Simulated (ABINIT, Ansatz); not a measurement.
## Converging GW for Cs2KYF6 (Fm-3m) in ABINIT

What does each rung of G0W0 on Cs2KYF6 (Fm-3m) cost, and what does it buy?

Main program and level: ABINIT 10.8.3; PBEsol and many-body steps on it, plane waves.

### Step 1. The starting structure

The structure is cubic, space group Fm-3m (No. 225). Conventional cell: a = 9.445 Å, b = 9.445 Å, c = 9.445 Å, α = 90.00°, β = 90.00°, γ = 90.00°. Nearest to K lie 6 F at 2.60 Å. Nearest to Cs lie 12 F at 3.35 Å. Y has 6 F at 2.13 Å nearest. F has 1 Y at 2.13 Å and 1 K at 2.60 Å and 4 Cs at 3.35 Å nearest. Farther neighbours and most contacts between anions are not listed.

The cell and positions come from the Crystallography Open Database and are kept as given unless a step says otherwise. Spin-orbit coupling is left out unless a step names it.

### Step 2. Empty states on the mesh, 2×2×2 mesh, 412 bands

This step: ABINIT 10.8.3; DFT, PBEsol, plane waves, norm-conserving pseudopotentials.

The sums over transitions need many empty states on a uniform mesh; this step solves for them.

run.abi reads:

```
acell 3*1.0 Angstrom
rprim 
  -0.000000000000 4.722500000000 4.722500000000
  4.722500000000 -0.000000000000 4.722500000000
  4.722500000000 4.722500000000 0.000000000000
ntypat 4
znucl 19 55 39 9
natom 10
typat 1 2 2 3 4 4 4 4 4 4
xred 
  0.500000000000 0.500000000000 0.500000000000
  0.250000000000 0.250000000000 0.250000000000
  0.750000000000 0.750000000000 0.750000000000
  0.000000000000 0.000000000000 0.000000000000
  0.775000000000 0.225000000000 0.225000000000
  0.225000000000 0.775000000000 0.225000000000
  0.225000000000 0.775000000000 0.775000000000
  0.775000000000 0.225000000000 0.775000000000
  0.225000000000 0.225000000000 0.775000000000
  0.775000000000 0.775000000000 0.225000000000
pp_dirpath "pseudos"
pseudos "K.upf, Cs.upf, Y.upf, F.upf"
ecut 36
ngkpt 2 2 2
nshiftk 1
shiftk 0 0 0
kptopt 1
chksymbreak 0
iscf -2
irdden 1
istwfk *1
nband 412
nbdbuf 36
tolwfr 1e-09
nstep 60
prtvol 0
indata_prefix "in"
outdata_prefix "out"
tmpdata_prefix "tmp"
```

On the command line:

```bash
> OMP_NUM_THREADS=2 mpirun -n 3 abinit run.abi > log
```

Numbers of over 12 decimals in the logs are rounded to 6 here.

The program printed:

```text
.Version 10.8.3 of ABINIT. v10.8.2 released Aug 2026.

 Symmetries : space group Fm -3 m (#225); Bravais cF (face-center cubic)
[... echo of the input left out ...]
== DATASET  1 ==================================================================
-   mpi_nproc: 3, omp_nthreads: 2 (-1 if OMP is not activated)

--- !DatasetInfo
iteration_state: {dtset: 1, }
dimensions: {natom: 10, nkpt: 3, mband: 412, nsppol: 1, nspinor: 1, nspden: 1, mpw: 14668, }
cutoff_energies: {ecut:  36.0, pawecutdg:  -1.0, }
[...]
2.88549    2.88549    2.88790    2.88790    2.89291    2.89292    2.93867    2.93903
   2.94602    2.94640    2.94689    2.96284    2.96360    2.96497    2.96708    2.96754
   2.96936    2.98414    2.98510    2.98579
 prteigrs : prtvol=0 or 1, do not print more k-points.

== END DATASET(S) ==============================================================
================================================================================

 -outvars: echo values of variables after computation  --------
            nband         412
             nkpt           3
          spgroup         225
 [... the other variables as echoed above ...]

 Calculation completed.
```

The job ended after 7 min (3 MPI ranks of Intel Xeon 6975P-C (Granite Rapids), shared host; peak memory 0.72 GiB).

Numbers from this step:

```yaml
gap: 6.587 eV
k_of_the_valence_top: 0, 0, 0
k_of_the_conduction_bottom: 0, 0, 0
least_direct_gap: 6.587 eV
k_points_computed: 3
lowest_point_of_the_top_converged_band_above_the_valence_top: 74.9856 eV
```

On this mesh the gap is 6.587 eV.

The density comes from a self-consistent run that is not shown.

### Step 3. Screening, 2×2×2 mesh, 82 bands, screening to 76.2 eV

The RPA dielectric matrix is built and inverted for each q.

This step: RPA screening on PBEsol, plane waves, norm-conserving pseudopotentials.

run.abi: that of step 2 with these lines changed.

```diff
@@ -28,10 +28,11 @@
 chksymbreak 0
-iscf -2
-irdden 1
 istwfk *1
-nband 412
-nbdbuf 36
-tolwfr 1e-09
-nstep 60
-prtvol 0
+occopt 1
+irdwfk 1
+optdriver 3
+nband 82
+ecuteps 2.8
+inclvkb 2
+awtr 1
+symchi 1
 indata_prefix "in"
```

On the command line:

```bash
> OMP_NUM_THREADS=1 mpirun -n 8 abinit run.abi > log
```

The program printed:

```text
.Version 10.8.3 of ABINIT. v10.8.2 released Aug 2026.

 Symmetries : space group Fm -3 m (#225); Bravais cF (face-center cubic)
[... echo of the input left out ...]
== DATASET  1 ==================================================================
-   mpi_nproc: 8, omp_nthreads: 1 (-1 if OMP is not activated)

--- !DatasetInfo
iteration_state: {dtset: 1, }
dimensions: {natom: 10, nkpt: 3, mband: 82, nsppol: 1, nspinor: 1, nspden: 1, mpw: 14668, }
cutoff_energies: {ecut:  36.0, pawecutdg:  -1.0, }
electrons: {nelect:   8.00000000E+01, charge:   0.00000000E+00, occopt:   1.00000000E+00, tsmear:   1.00000000E-02, }

 SCREENING: Calculation of the susceptibility and dielectric matrices

 Based on a program developped by R.W. Godby, V. Olevano, G. Onida, and L. Reining.
 Incorporated in ABINIT by V. Olevano, G.-M. Rignanese, and M. Torrent.
.Using double precision arithmetic ; gwpc =  8

[... cell and pseudopotentials left out ...]
--------------------------------------------------------------------------------

 ==== K-mesh for the wavefunctions ====
 Number of points in the irreducible wedge :     3
[... list of points left out ...]
 Together with 48 symmetry operations and time-reversal symmetry
 yields     8 points in the full Brillouin Zone.

 ==== Q-mesh for the screening function ====
 Number of points in the irreducible wedge :     3
[... list of points left out ...]
 Together with 48 symmetry operations and time-reversal symmetry
 yields     8 points in the full Brillouin Zone.

 setmesh: FFT mesh size selected  =    45x   45x   45
          total number of points  =        91125

 vcoul_init : cutoff-mode = AUXILIARY_FUNCTION
 q-points for optical limit:   1
     1)      0.000010    0.000020    0.000030

- screening: taking advantage of time-reversal symmetry
- Maximum band index for partially occupied states nbvw = 40
- Remaining bands to be divided among processors   nbcw = 42
- Number of bands treated by each node ~5

 Number of electrons calculated from density =   80.0000; Expected =   80.0000
 average of density, n =  0.056279
 r_s =    1.6188
 omega_plasma =   22.8839 [eV]

 calculating chi0 at frequencies [eV] :
  1    0.000000E+00    0.000000E+00
  2    0.000000E+00    2.288386E+01

--------------------------------------------------------------------------------
  q-point number  1        q = ( 0.000000, 0.000000, 0.000000) [r.l.u.]
--------------------------------------------------------------------------------
[... chi0 elements left out ...]
 For q-point:  0.000010 0.000020 0.000030
  dielectric constant =   2.0128
  dielectric constant without local fields =   2.2365

  Average fulfillment of the sum rule on Im[epsilon] for q-point    1 :     24.23  [%]
[... wings left out ...]
  q-point number  2        q = ( 0.500000, 0.000000, 0.000000) [r.l.u.]
--------------------------------------------------------------------------------
[... chi0 elements left out ...]
  Average fulfillment of the sum rule on Im[epsilon] for q-point    2 :     30.31  [%]

 [... 1 further q-points ...]
```

It took 25 s on 8 MPI ranks; peak memory 5.1 GiB; 3.3 min of CPU time.

This step gave:

```
ε∞ with local fields, on this mesh, along the program's q direction : 2.013
the same without local fields                                       : 2.236
plasma frequency                                                    : 22.88 eV
plane waves in the screening matrix                                 : 331
```

Local fields lower ε∞ by 10 %. On a Γ-centred mesh this coarse the value itself is usually too large, while a short band sum pulls it down.

### Step 4. 82 bands, 76.2 eV

The self-energy is evaluated for the states that the input lists, and the levels follow from it, in one-shot runs by the linearised quasiparticle equation.

This step: G0W0 on PBEsol, plane waves, norm-conserving pseudopotentials.

run.abi: that of step 3 with these lines changed.

```diff
@@ -31,8 +31,15 @@
 irdwfk 1
-optdriver 3
+optdriver 4
 nband 82
+gwcalctyp 0
+ecutsigx 36
+symsigma 1
+nkptgw 1
+kptgw 
+  0.0000000000 0.0000000000 0.0000000000
+bdgw 
+  38 43
 ecuteps 2.8
-inclvkb 2
-awtr 1
-symchi 1
+irdscr 1
+ppmodel 1
 indata_prefix "in"
```

The program printed:

```text
.Version 10.8.3 of ABINIT. v10.8.2 released Aug 2026.

 Symmetries : space group Fm -3 m (#225); Bravais cF (face-center cubic)
[... echo of the input left out ...]
== DATASET  1 ==================================================================
-   mpi_nproc: 8, omp_nthreads: 1 (-1 if OMP is not activated)

--- !DatasetInfo
iteration_state: {dtset: 1, }
dimensions: {natom: 10, nkpt: 3, mband: 82, nsppol: 1, nspinor: 1, nspden: 1, mpw: 14668, }
cutoff_energies: {ecut:  36.0, pawecutdg:  -1.0, }
electrons: {nelect:   8.00000000E+01, charge:   0.00000000E+00, occopt:   1.00000000E+00, tsmear:   1.00000000E-02, }

 SIGMA: Calculation of the GW corrections

 Based on a program developped by R.W. Godby, V. Olevano, G. Onida, and L. Reining.
 Incorporated in ABINIT by V. Olevano, G.-M. Rignanese, and M. Torrent.
.Using double precision arithmetic ; gwpc =  8

[... cell and pseudopotentials left out ...]
--------------------------------------------------------------------------------

 ==== K-mesh for the wavefunctions ====
 Number of points in the irreducible wedge :     3
[... list of points left out ...]
 Together with 48 symmetry operations and time-reversal symmetry
 yields     8 points in the full Brillouin Zone.

 ==== Q-mesh for screening function ====
 Number of points in the irreducible wedge :     3
[... list of points left out ...]
 Together with 48 symmetry operations and time-reversal symmetry
 yields     8 points in the full Brillouin Zone.

 vcoul_init : cutoff-mode = AUXILIARY_FUNCTION
 q-points for optical limit:   1
     1)      0.000010    0.000020    0.000030
 setmesh: FFT mesh size selected  =    72x   72x   72
          total number of points  =       373248

 Number of electrons calculated from density =   80.0000; Expected =   80.0000
 average of density, n =  0.056279
 r_s =    1.6188
 omega_plasma =   22.8839 [eV]

 === KS Band Gaps ===
  >>>> For spin  1
   Minimum direct gap =   6.5866 [eV], located at k-point      :   0.0000  0.0000  0.0000
   Fundamental gap    =   6.5866 [eV], Top of valence bands at :   0.0000  0.0000  0.0000
                                       Bottom of conduction at :   0.0000  0.0000  0.0000
 SIGMA fundamental parameters:
 PLASMON POLE MODEL  1
 number of plane-waves for SigmaX                14649
 number of plane-waves for SigmaC and W            331
 number of plane-waves for wavefunctions         14649
 number of bands                                    82
 number of independent spin polarizations            1
 number of spinorial components                      1
 number of k-points in IBZ                           3
 number of q-points in IBZ                           3
 number of symmetry operations                      48
 number of k-points in BZ                            8
 number of q-points in BZ                            8
 number of frequencies for dSigma/dE                 9
 frequency step for dSigma/dE [eV]                0.25
 number of omega for Sigma on real axis              0
 max omega for Sigma on real axis  [eV]           0.00
 zcut for avoiding poles [eV]                     0.10

 EPSILON^-1 parameters (SCR file):
 dimension of the eps^-1 matrix on file            331
 dimension of the eps^-1 matrix used               331
 number of plane-waves for wavefunctions         14649
 number of bands                                    82
 number of q-points in IBZ                           3
 number of frequencies                               2
 number of real frequencies                          1
 number of imag frequencies                          1

 matrix elements of self-energy operator (all in [eV])

 Perturbative Calculation

--- !SelfEnergy_ee
iteration_state: {dtset: 1, }
kpoint     : [   0.000,    0.000,    0.000, ]
spin       : 1
KS_gap     :    6.587
QP_gap     :   10.529
Delta_QP_KS:    3.942
data: !SigmaeeData |
     Band     E0 <VxcDFT>   SigX SigC(E0)      Z dSigC/dE  Sig(E)    E-E0       E
       38  -0.166 -21.943 -29.273   4.921   0.788  -0.269 -23.841  -1.898  -2.064
       39  -0.166 -21.943 -29.273   4.921   0.788  -0.269 -23.841  -1.898  -2.064
       40  -0.166 -21.943 -29.273   4.921   0.788  -0.269 -23.841  -1.898  -2.064
       41   6.420  -8.046  -3.837  -1.949   0.904  -0.106  -6.002   2.044   8.464
       42   7.798  -7.813  -3.542  -1.850   0.901  -0.110  -5.632   2.182   9.980
       43   7.798  -7.813  -3.542  -1.850   0.901  -0.110  -5.632   2.182   9.980

== END DATASET(S) ==============================================================
================================================================================

 -outvars: echo values of variables after computation  --------
           etotal      0.0000000000E+00
            nband          82
             nkpt           3
          spgroup         225
 [... the other variables as echoed above ...]

 Calculation completed.
```

Elapsed: 8.3 s, on 8 MPI ranks; peak memory 3.1 GiB; 64 s of CPU time.

This step gave:

```yaml
g0w0_gap_on_the_points_computed: 10.53 eV
starting_gap_on_the_mesh: 6.587 eV
k_of_the_valence_top: 0, 0, 0
k_of_the_conduction_bottom: 0, 0, 0
z_at_the_valence_top: 0.788
z_at_the_conduction_bottom: 0.904
least_direct_g0w0_gap_on_the_computed_points: 10.53 eV
```

The gap on the mesh goes from 6.59 eV to 10.53 eV, a correction of +3.94 eV.

### Step 5. Screening, 2×2×2 mesh, 177 bands, screening to 141.5 eV

This step: RPA screening on PBEsol, plane waves, norm-conserving pseudopotentials.

run.abi: that of step 4 with these lines changed.

```diff
@@ -31,15 +31,8 @@
 irdwfk 1
-optdriver 4
-nband 82
-gwcalctyp 0
-ecutsigx 36
-symsigma 1
-nkptgw 1
-kptgw 
-  0.0000000000 0.0000000000 0.0000000000
-bdgw 
-  38 43
-ecuteps 2.8
-irdscr 1
-ppmodel 1
+optdriver 3
+nband 177
+ecuteps 5.2
+inclvkb 2
+awtr 1
+symchi 1
 indata_prefix "in"
```

The program printed:

```text
.Version 10.8.3 of ABINIT. v10.8.2 released Aug 2026.

 Symmetries : space group Fm -3 m (#225); Bravais cF (face-center cubic)
[... echo of the input left out ...]
== DATASET  1 ==================================================================
-   mpi_nproc: 8, omp_nthreads: 1 (-1 if OMP is not activated)

--- !DatasetInfo
iteration_state: {dtset: 1, }
dimensions: {natom: 10, nkpt: 3, mband: 177, nsppol: 1, nspinor: 1, nspden: 1, mpw: 14668, }
cutoff_energies: {ecut:  36.0, pawecutdg:  -1.0, }
electrons: {nelect:   8.00000000E+01, charge:   0.00000000E+00, occopt:   1.00000000E+00, tsmear:   1.00000000E-02, }

 SCREENING: Calculation of the susceptibility and dielectric matrices

 Based on a program developped by R.W. Godby, V. Olevano, G. Onida, and L. Reining.
 Incorporated in ABINIT by V. Olevano, G.-M. Rignanese, and M. Torrent.
.Using double precision arithmetic ; gwpc =  8

[... cell and pseudopotentials left out ...]
--------------------------------------------------------------------------------

 ==== K-mesh for the wavefunctions ====
 Number of points in the irreducible wedge :     3
[... list of points left out ...]
 Together with 48 symmetry operations and time-reversal symmetry
 yields     8 points in the full Brillouin Zone.

 ==== Q-mesh for the screening function ====
 Number of points in the irreducible wedge :     3
[... list of points left out ...]
 Together with 48 symmetry operations and time-reversal symmetry
 yields     8 points in the full Brillouin Zone.

 setmesh: FFT mesh size selected  =    48x   48x   48
          total number of points  =       110592

 vcoul_init : cutoff-mode = AUXILIARY_FUNCTION
 q-points for optical limit:   1
     1)      0.000010    0.000020    0.000030

- screening: taking advantage of time-reversal symmetry
- Maximum band index for partially occupied states nbvw = 40
- Remaining bands to be divided among processors   nbcw = 137
- Number of bands treated by each node ~17

 Number of electrons calculated from density =   80.0000; Expected =   80.0000
 average of density, n =  0.056279
 r_s =    1.6188
 omega_plasma =   22.8839 [eV]

 calculating chi0 at frequencies [eV] :
  1    0.000000E+00    0.000000E+00
  2    0.000000E+00    2.288386E+01

--------------------------------------------------------------------------------
  q-point number  1        q = ( 0.000000, 0.000000, 0.000000) [r.l.u.]
--------------------------------------------------------------------------------
[... chi0 elements left out ...]
 For q-point:  0.000010 0.000020 0.000030
  dielectric constant =   2.1184
  dielectric constant without local fields =   2.3860

  Average fulfillment of the sum rule on Im[epsilon] for q-point    1 :     46.52  [%]
[... wings left out ...]
  q-point number  2        q = ( 0.500000, 0.000000, 0.000000) [r.l.u.]
--------------------------------------------------------------------------------
[... chi0 elements left out ...]
  Average fulfillment of the sum rule on Im[epsilon] for q-point    2 :     51.91  [%]

 [... 1 further q-points ...]
```

It took 74 s on 8 MPI ranks; peak memory 6 GiB.

This step gave:

| Item | Value |
| --- | --- |
| ε∞ with local fields, on this mesh, along the program's q direction | 2.118 |
| the same without local fields | 2.386 |
| plasma frequency | 22.88 eV |
| plane waves in the screening matrix | 821 |

[end of part 1 of 2]

[Paths, hosts, dates, memory and timing lines, banners, echoed tables and standing remarks are left out of the program output.]

[Logs are printed without paths, hosts, clocks, repeated set-up lines and the standing remarks that a program may print on its own settings, such as how far it seeks lower states.]

[Runs of the session that timed out or met a known fault of the program may be left out.]

[Hosts, paths, dates, database ids (printed as entryN), source tags and the programs' standing remarks are cut or masked in the printed files.]

[G0W0 gaps are taken among the corrected bands and points alone; a level outside them can change the order at an edge.]

[Where Ansatz stands beside ABINIT at settings called matched, ABINIT's density can come from a denser mesh and the files from another edition; pairs whose starting gaps differed by over 0.03 eV were left out, so agreement reads better than it is.]
